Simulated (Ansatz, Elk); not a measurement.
# How far do independent atoms describe LiW2?

Structure refinements treat a crystal as free atoms side by side. For a made-up structure of LiW2 (cell and positions from a PBE relaxation) the runs below show what the calculated density changes in F(hkl).

Method: DFT, PBE, all-electron APW+lo, Dirac cores, scalar-relativistic bands, static density, no spin, in Elk 11.2.3 (patched build).

The structure was built from a prototype and need not be the compound's stable phase.

## Step 1: The starting structure

It takes space group Fd-3m (No. 227, cubic). The conventional cell has a = 7.507 Å, b = 7.507 Å, c = 7.507 Å, α = 90.00°, β = 90.00°, γ = 90.00°. Nearest to W lie 6 W at 2.65 Å and 6 Li at 3.11 Å. Nearest to Li lie 12 W at 3.11 Å and 4 Li at 3.25 Å. Farther neighbours are not listed.

## Step 2: Ground state and structure factors

An all-electron density is needed, since X-rays see the cores too. Task 0 finds the density and task 195 Fourier-transforms it; tshift is off so that phases refer to the origin typed.

The input, elk.in:

```
tasks
  0
  195

xctype
  20

spinpol
  .false.

rgkmax
  7.0

gmaxvr
  14.0

lmaxo
  7

lmaxapw
  8

swidth
  0.002

tshift
  .false.

ramdisk
  .false.

hmaxvr
  5.5

maxscl
  120

epspot
  1e-06

sppath
  './'

avec
  0.00000000000 7.09355708240 7.09355708240
  7.09355708240 -0.00000000000 7.09355708240
  7.09355708240 7.09355708240 -0.00000000000

atoms
  2
  'W.in'
  4
  0.6250000000 0.1250000000 0.6250000000   0.000000 0.000000 0.000000
  0.6250000000 0.6250000000 0.1250000000   0.000000 0.000000 0.000000
  0.1250000000 0.6250000000 0.6250000000   0.000000 0.000000 0.000000
  0.6250000000 0.6250000000 0.6250000000   0.000000 0.000000 0.000000
  'Li.in'
  2
  0.2500000000 0.2500000000 0.2500000000   0.000000 0.000000 0.000000
  0.0000000000 -0.0000000000 -0.0000000000   0.000000 0.000000 0.000000

ngridk
  5 5 5
```

The run is started by

```sh
OMP_NUM_THREADS=4 elk
```

Numbers of over 12 decimals in the logs are rounded to 6 here.

The log of the run:

```text
┌─────────────────────────┐
│ Elk code version 11.2.3 │
└─────────────────────────┘

All units are atomic (Hartree, Bohr, etc.)

┌─────────────────────────────────────────────────┐
│ Ground-state run starting from atomic densities │
└─────────────────────────────────────────────────┘

Lattice vectors :
   0.000000000       7.093557082       7.093557082
   7.093557082      -0.000000000       7.093557082
   7.093557082       7.093557082      -0.000000000

Reciprocal lattice vectors :
 -0.4428797312      0.4428797312      0.4428797312
  0.4428797312     -0.4428797312      0.4428797312
  0.4428797312      0.4428797312     -0.4428797312

Unit cell volume      :    713.8750430
Brillouin zone volume :   0.3474700732

Muffin-tin inner radius fraction :   0.1000000000E-01

Nuclei treated as point charges

Species : 1 (W)
 parameters loaded from : W.in
 name : tungsten
 nuclear charge    :   -74.00000000
 electronic charge :    74.00000000
 atomic mass :    335119.8193
 muffin-tin radius :    2.482951158
 number of radial points in muffin-tin :   1393
 inner part over the whole radius :   0.9895737375E-02
 number on inner part of muffin-tin    :    996
 approximate nuclear radius :   0.1010025921E-03
 number of mesh points to nuclear radius :    523
 atomic positions (lattice), magnetic fields (Cartesian) :
  1 :  -0.37500000  0.12500000 -0.37500000    0.00000000  0.00000000  0.00000000
  2 :  -0.37500000 -0.37500000  0.12500000    0.00000000  0.00000000  0.00000000
  3 :   0.12500000 -0.37500000 -0.37500000    0.00000000  0.00000000  0.00000000
  4 :  -0.37500000 -0.37500000 -0.37500000    0.00000000  0.00000000  0.00000000

Species : 2 (Li)
 parameters loaded from : Li.in
 name : lithium
 nuclear charge    :   -3.000000000
 electronic charge :    3.000000000
 atomic mass :    12652.66898
 muffin-tin radius :    1.800000000
 number of radial points in muffin-tin :    593
 inner part over the whole radius :   0.9806707936E-02
 number on inner part of muffin-tin    :    401
 approximate nuclear radius :   0.4000070961E-04
 number of mesh points to nuclear radius :    148
 atomic positions (lattice), magnetic fields (Cartesian) :
  1 :   0.25000000  0.25000000  0.25000000    0.00000000  0.00000000  0.00000000
  2 :   0.00000000  0.00000000  0.00000000    0.00000000  0.00000000  0.00000000

Total number of atoms per unit cell :    6
Total muffin-tin volume :    305.3378278
 ratio of muffin-tin to unit cell volume :   0.4277188715

Spin treatment :
 spin-unpolarised

Number of Bravais lattice symmetries :   48
Number of crystal symmetries         :   48
Crystal has no inversion symmetry
Complex Hermitian eigensolver will be used

k-point grid :      5     5     5
k-point offset :    0.000000000       0.000000000       0.000000000
k-point set is reduced with full crystal symmetry group
Total number of k-points :       10

Muffin-tin radius times maximum |G+k| :    7.000000000
 using average radius
Maximum |G+k| for APW functions       :    3.103798876
Maximum (1/2)|G+k|²                   :    4.816783730
Maximum |G| for potential and density :    14.00000000
Constant for pseudocharge density :    9
 order of it for each species :   16  16
 order of it for pair densities of each species (exact exchange by exxq0 0: 17) :   12   5
Radial integration step length :    1

G-vector grid sizes :     45    45    45
Number of G-vectors :    33079

Maximum angular momentum used for
 APW functions            :    8
 outer part of muffin-tin :    7
 inner part of muffin-tin :    2

Total nuclear charge    :   -302.0000000
Total core charge       :    184.0000000
Total valence charge    :    118.0000000
Total excess charge     :    0.000000000
Total electronic charge :    302.0000000

Effective Wigner radius, rₛ :   0.8263719153

Number of empty states         :     24
Total number of valence states :     84
Total number of core states    :    184

Third-order local-orbitals added for an l without core states : T
Total number of local-orbitals :    174

[...]
Estimated indirect band gap :   0.2176684590E-02
 from k-point 7 to k-point 5
Estimated direct band gap   :   0.6732549587E-02
 at k-point 5

Charges :
 core                        :    184.0000000
 valence                     :    118.0000000
 interstitial                :    9.868379099
 muffin-tins (core leakage)
  species : 1 (W)
   atom 1                    :    71.95669907     (  0.8818432704E-06)
   atom 2                    :    71.95669907     (  0.8818432704E-06)
[...]
species : 2 (Li)
   atom 1                    :    2.152412309     (   0.000000000    )
   atom 2                    :    2.152412309     (   0.000000000    )
 total in muffin-tins        :    292.1316209
 total calculated charge     :    301.9994226
 total charge                :    302.0000000
 error                       :   0.5774117093E-03

RMS change in Kohn-Sham potential (target) :    6.514868679     (  0.1000000000E-05)
Absolute change in total energy (target)   :    9.370612643     (  0.1000000000E-03)

[... loops 3 to 14 left out ...]

┌──────────────────┐
│ Loop number : 15 │
└──────────────────┘

Energies :
 Fermi                       :     0.295238
 sum of occupied eigenvalues :     -39621.887014904
 electron kinetic            :      72871.863801607
 core electron kinetic       :      70296.178331073
 Coulomb                     :     -136246.06052439
 Coulomb potential           :     -110786.15797126
 nuclear-nuclear             :     -4996.2364647761
 electron-nuclear            :     -151812.90071182
 Hartree                     :      20563.076652205
 Madelung                    :     -80852.981538764
 xc potential                :     -1707.5928452551
 exchange                    :     -1287.0691909978
 correlation                 :     -18.137333919790
 electron entropic           :    -0.18660299641948E-02
 total energy                :     -64679.405113732

Density of states at Fermi energy :    142.1551892
 (states/Hartree/unit cell)

Estimated indirect band gap :   0.7676513311E-03
 from k-point 8 to k-point 7
Estimated direct band gap   :   0.1281341224E-02
 at k-point 7

Charges :
 core                        :    184.0000000
 valence                     :    118.0000000
 interstitial                :    9.632750411
 muffin-tins (core leakage)
  species : 1 (W)
[...]
species : 2 (Li)
   atom 1                    :    2.150955721     (   0.000000000    )
   atom 2                    :    2.150955721     (   0.000000000    )
 total in muffin-tins        :    292.3672496
 total calculated charge     :    301.9993515
 total charge                :    302.0000000
 error                       :   0.6484562072E-03

RMS change in Kohn-Sham potential (target) :   0.6064974485E-06 (  0.1000000000E-05)
Absolute change in total energy (target)   :   0.3204520908E-05 (  0.1000000000E-03)

Convergence targets achieved

┌──────────────────┐
│ Loop number : 16 │
└──────────────────┘

Energies :
 Fermi                       :     0.295238
 sum of occupied eigenvalues :     -39621.887017513
 electron kinetic            :      72871.863813074
 core electron kinetic       :      70296.178343936
 Coulomb                     :     -136246.06053788
 Coulomb potential           :     -110786.15798740
 nuclear-nuclear             :     -4996.2364647761
 electron-nuclear            :     -151812.90072256
 Hartree                     :      20563.076649453
 Madelung                    :     -80852.981544178
 xc potential                :     -1707.5928431827
 exchange                    :     -1287.0691910101
 correlation                 :     -18.137333916367
 electron entropic           :    -0.18660299283029E-02
 total energy                :     -64679.405115763

Density of states at Fermi energy :    142.1551866
 (states/Hartree/unit cell)

Estimated indirect band gap :   0.7676515611E-03
 from k-point 8 to k-point 7
Estimated direct band gap   :   0.1281340855E-02
 at k-point 7

Charges :
 core                        :    184.0000000
 valence                     :    118.0000000
 interstitial                :    9.632750450
 muffin-tins (core leakage)
  species : 1 (W)
[...]
atom 2                    :    72.01633453     (  0.8204908113E-06)
   atom 3                    :    72.01633453     (  0.8204908113E-06)
   atom 4                    :    72.01633453     (  0.8204908113E-06)
  species : 2 (Li)
   atom 1                    :    2.150955711     (   0.000000000    )
   atom 2                    :    2.150955711     (   0.000000000    )
 total in muffin-tins        :    292.3672496
 total calculated charge     :    301.9993515
 total charge                :    302.0000000
 error                       :   0.6484561622E-03

┌──────────────────────────────┐
│ Self-consistent loop stopped │
└──────────────────────────────┘

Wrote STATE.OUT
```

Run time: 42 s. Hardware: 4 threads of Arm Neoverse V1, shared host; peak memory 0.4 GiB; 1.8 min of CPU time.

SFACRHO.OUT:

```text

h k l indices transformed by vhmat matrix:
   1.000000000       0.000000000       0.000000000    
   0.000000000       1.000000000       0.000000000    
   0.000000000       0.000000000       1.000000000    

      h      k      l  multipl.   |H|            Re(F)            Im(F)           |F|

      0      0      0      1   0.0000000       302.00000      0.14128199E-15   302.00000    
      1      1      1      4  0.76709020      -95.097529       95.097529       134.48822    
      1      0      0      4  0.76709020      -95.097529      -95.097529       134.48822    
      0     -1     -1      6  0.88575946     -0.16098885E-13 -0.24720040E-15  0.16100783E-13
      1      2      1     12   1.2526530       3.8332730     -0.87469044E-15   3.8332730    
      0     -1     -2     12   1.4688659       87.573961       87.573961       123.84828    
     -1     -1      1     12   1.4688659       87.573961      -87.573961       123.84828    
     -2      0      0      4   1.5341804     -0.30959395E-14  -240.37371       240.37371    
      0      2      0      4   1.5341804     -0.13653093E-12   240.37371       240.37371    
      2      2      0      6   1.7715189      -227.43755     -0.57064000E-13   227.43755    
     -3     -1     -1     12   1.9304680      -77.707507       77.707507       109.89501    
     -2     -2     -3     12   1.9304680      -77.707507      -77.707507       109.89501    
     -1      1      2     24   1.9806184      0.25696298E-13  0.10093800E-13  0.27607689E-13
      2      3      3     12   2.1696587       2.6528093      0.25549470E-13   2.6528093    
      1      0      3     12   2.1696587       2.6528093     -0.41911708E-13   2.6528093    
      3      1      3     12   2.3012706       75.579390      -75.579390       106.88540    
     -1     -3     -3     12   2.3012706       75.579390       75.579390       106.88540    
      0      0      3      4   2.3012706       75.813472      -75.813472       107.21644
```

Elk indexes on the primitive cell of elk.in and gives |H| = 4π sin θ/λ in inverse bohr. Below, one row stands for each form hkl of the conventional cell (m members, Friedel mates merged), F is for one primitive cell and the density is static (no thermal factor). Free-atom factors are Waasmaier and Kirfel's, and R is Σm||F|−|F'||/Σm|F|.

| hkl | m | sin θ/λ (Å⁻¹) | abs F, DFT | neutral atoms | diff. | abs of complex diff. |
| --- | --- | --- | --- | --- | --- | --- |
| 111 | 8 | 0.115 | 134.488 | 134.460 | +0.028 | 0.028 |
| 200 | 6 | 0.133 | 0.000 | 0.000 | +0.000 | 0.000 |
| 220 | 12 | 0.188 | 3.833 | 3.545 | +0.288 | 0.288 |
| 311 | 24 | 0.221 | 123.848 | 124.408 | -0.560 | 0.560 |
| 222 | 8 | 0.231 | 240.374 | 241.276 | -0.902 | 0.902 |
| 400 | 6 | 0.266 | 227.438 | 228.231 | -0.793 | 0.793 |
| 331 | 24 | 0.290 | 109.895 | 110.288 | -0.393 | 0.393 |
| 420 | 24 | 0.298 | 0.000 | 0.000 | +0.000 | 0.000 |
| 422 | 24 | 0.326 | 2.653 | 2.900 | -0.247 | 0.247 |
| 511 | 24 | 0.346 | 106.885 | 107.079 | -0.194 | 0.194 |
| 333 | 8 | 0.346 | 107.216 | 107.079 | +0.137 | 0.137 |
| 440 | 12 | 0.377 | 205.024 | 205.094 | -0.070 | 0.070 |
| 531 | 48 | 0.394 | 97.326 | 97.289 | +0.038 | 0.038 |
| 442 | 24 | 0.400 | 0.066 | 0.000 | +0.066 | 0.066 |

## Step 3: The highest occupied states alone

An energy window below the Fermi level keeps the highest occupied states, to see at which angles they scatter; shallow core shells can lie inside it and anion s states outside. No new self-consistency is needed.

Edit elk.in of step 2 so:

```diff
@@ -1,3 +1,2 @@
 tasks
-  0
   195
@@ -40,2 +39,5 @@
 
+wsfac
+  -0.072260 0.595240
+
 sppath
```

The run is started by

```sh
OMP_NUM_THREADS=4 elk
```

The log of the run:

```text
┌─────────────────────────────────┐
│ Elk code version 11.2.3 started │
└─────────────────────────────────┘

Info(readinput): the functional depends on the density's gradient
 muffin-tin radial points multiplied by    2.00000
 (not where nrmtscf is given)

┌────────────────────┐
│ Current task : 195 │
└────────────────────┘
Info(checkmt): changed muffin-tin radius of species 1 (W) from   2.8000 to   2.4830

Info(sfacrho): density structure factors written to SFACRHO.OUT

 Energy window :  -0.7226000000E-01  0.5952400000

┌──────────────────┐
│ Elk code stopped │
└──────────────────┘
```

Elapsed: 14 s, on 4 threads; peak memory 0.16 GiB.

States within 10 eV below the Fermi level hold 26.00 electrons; any levels below the window count with the cores. Their amplitudes can exceed the total, where window and core parts have opposite phase:

| hkl | sin θ/λ (Å⁻¹) | abs F, window | abs F, all |
| --- | --- | --- | --- |
| 111 | 0.115 | 5.981 | 134.488 |
| 200 | 0.133 | 0.000 | 0.000 |
| 220 | 0.188 | 0.257 | 3.833 |
| 311 | 0.221 | 1.026 | 123.848 |
| 222 | 0.231 | 1.876 | 240.374 |
| 400 | 0.266 | 0.894 | 227.438 |
| 331 | 0.290 | 0.186 | 109.895 |
| 420 | 0.298 | 0.000 | 0.000 |
| 422 | 0.326 | 0.218 | 2.653 |
| 511 | 0.346 | 0.014 | 106.885 |

## Step 4: Another functional

The difference from free atoms is small, so it is set against the change that LDA (Perdew-Wang) makes.

Edit elk.in of step 3 so:

```diff
@@ -1,2 +1,3 @@
 tasks
+  0
   195
@@ -4,3 +5,3 @@
 xctype
-  20
+  3
 
@@ -39,5 +40,2 @@
 
-wsfac
-  -0.072260 0.595240
-
 sppath
```

The run is started by

```sh
OMP_NUM_THREADS=4 elk
```

The log of the run:

```text
┌─────────────────────────┐
│ Elk code version 11.2.3 │
└─────────────────────────┘

All units are atomic (Hartree, Bohr, etc.)

┌─────────────────────────────────────────────────┐
│ Ground-state run starting from atomic densities │
└─────────────────────────────────────────────────┘

Lattice vectors :
   0.000000000       7.093557082       7.093557082
   7.093557082      -0.000000000       7.093557082
   7.093557082       7.093557082      -0.000000000

Reciprocal lattice vectors :
 -0.4428797312      0.4428797312      0.4428797312
[...]
species : 1 (W)
[...]
atom 3                    :    72.03850567     ( -0.3780051912E-05)
   atom 4                    :    72.03850567     ( -0.3780051912E-05)
  species : 2 (Li)
   atom 1                    :    2.150844446     (   0.000000000    )
   atom 2                    :    2.150844446     (   0.000000000    )
 total in muffin-tins        :    292.4557116
 total calculated charge     :    301.9993392
 total charge                :    302.0000000
 error                       :   0.6607505119E-03

┌──────────────────────────────┐
│ Self-consistent loop stopped │
└──────────────────────────────┘

Wrote STATE.OUT
[key lines of the parts left out:]
total energy                :     -64641.529553052
```

The job ended after 28 s (4 threads; peak memory 0.19 GiB).

Against the first run R = 0.03 %; the largest change is -0.067 at 440.

## Step 5: Basis size

The basis and the expansions that go with it are enlarged, to see whether the differences are converged.

Edit elk.in of step 4 so:

```diff
@@ -5,3 +5,3 @@
 xctype
-  3
+  20
 
@@ -11,12 +11,12 @@
 rgkmax
-  7.0
+  8.5
 
 gmaxvr
-  14.0
+  18.0
 
 lmaxo
-  7
+  9
 
 lmaxapw
-  8
+  10
```

The run is started by

```sh
OMP_NUM_THREADS=4 elk
```

The log of the run:

```text
┌─────────────────────────┐
│ Elk code version 11.2.3 │
└─────────────────────────┘

All units are atomic (Hartree, Bohr, etc.)

┌─────────────────────────────────────────────────┐
│ Ground-state run starting from atomic densities │
└─────────────────────────────────────────────────┘

Lattice vectors :
   0.000000000       7.093557082       7.093557082
   7.093557082      -0.000000000       7.093557082
   7.093557082       7.093557082      -0.000000000

Reciprocal lattice vectors :
 -0.4428797312      0.4428797312      0.4428797312
[...]
species : 1 (W)
[...]
atom 3                    :    72.02332391     (  0.8200160266E-06)
   atom 4                    :    72.02332391     (  0.8200160266E-06)
  species : 2 (Li)
   atom 1                    :    2.151773973     (   0.000000000    )
   atom 2                    :    2.151773973     (   0.000000000    )
 total in muffin-tins        :    292.3968436
 total calculated charge     :    301.9999194
 total charge                :    302.0000000
 error                       :   0.8064676638E-04

┌──────────────────────────────┐
│ Self-consistent loop stopped │
└──────────────────────────────┘

Wrote STATE.OUT
[key lines of the parts left out:]
total energy                :     -64679.423366008
```

The job ended after 1.8 min (4 threads; peak memory 0.5 GiB).

Against the first run R = 0.00 %; the largest change is -0.014 at 622.

## Step 6: Settings against the effect

| run | R against the first run (%) | R against neutral atoms, low angle (%) | wall time |
| --- | --- | --- | --- |
| PBE, rgkmax 7 | 0.00 | 0.38 | 42 s |
| LDA (Perdew-Wang) | 0.03 | 0.38 | 28 s |
| rgkmax 8.5 with larger expansions | 0.00 | 0.38 | 1.8 min |

## Step 7: Outcome

```json
{
  "R against neutral atoms, sin θ/λ < 0.3 Å⁻¹": "0.38 %",
  "R against neutral atoms, 0.3 to 0.82 Å⁻¹": "0.20 %"
}
```

**Reading.** Independent neutral atoms miss the calculated amplitudes by R = 0.38 % below 0.3 Å⁻¹ and 0.20 % from there to 0.82 Å⁻¹; by shells, 0.02 % below 0.15 Å⁻¹ (1 form), 0.43 % 0.15 to 0.3 (5 forms), 0.11 % 0.3 to 0.45 (9 forms), 0.22 % above 0.45 (52 forms). Bonding, aspherical density and the tables' own atoms all enter these figures, and the runs don't part them. The largest change of an amplitude is -0.90 electrons, at 222. Weak lines can change much in proportion: 644 goes from 0.00 to 0.11. The window's part falls from 26.0 electrons at the origin to at most 0.20 between 0.45 and 0.82 Å⁻¹. Below 0.3 Å⁻¹ the changes that finished (LDA (Perdew-Wang) and rgkmax 8.5 with larger expansions) move F by R = 0.01 % at most, against the 0.38 % that separates it from free atoms. The k-mesh has no finished test. These runs have no spin, though d or f shells may be open. Spin-orbit coupling is left out, which can matter for elements this heavy. Part of the difference isn't bonding: the tables are fits to free atoms and ions calculated by other methods than this functional. Thermal motion, anomalous dispersion and extinction are left out.

[Logs are printed without paths, hosts, clocks, repeated set-up lines and the standing remarks that a program may print on its own settings, such as how far it seeks lower states.]

[Hosts, paths, dates, database ids (printed as entryN), source tags and the programs' standing remarks are cut or masked in the printed files.]
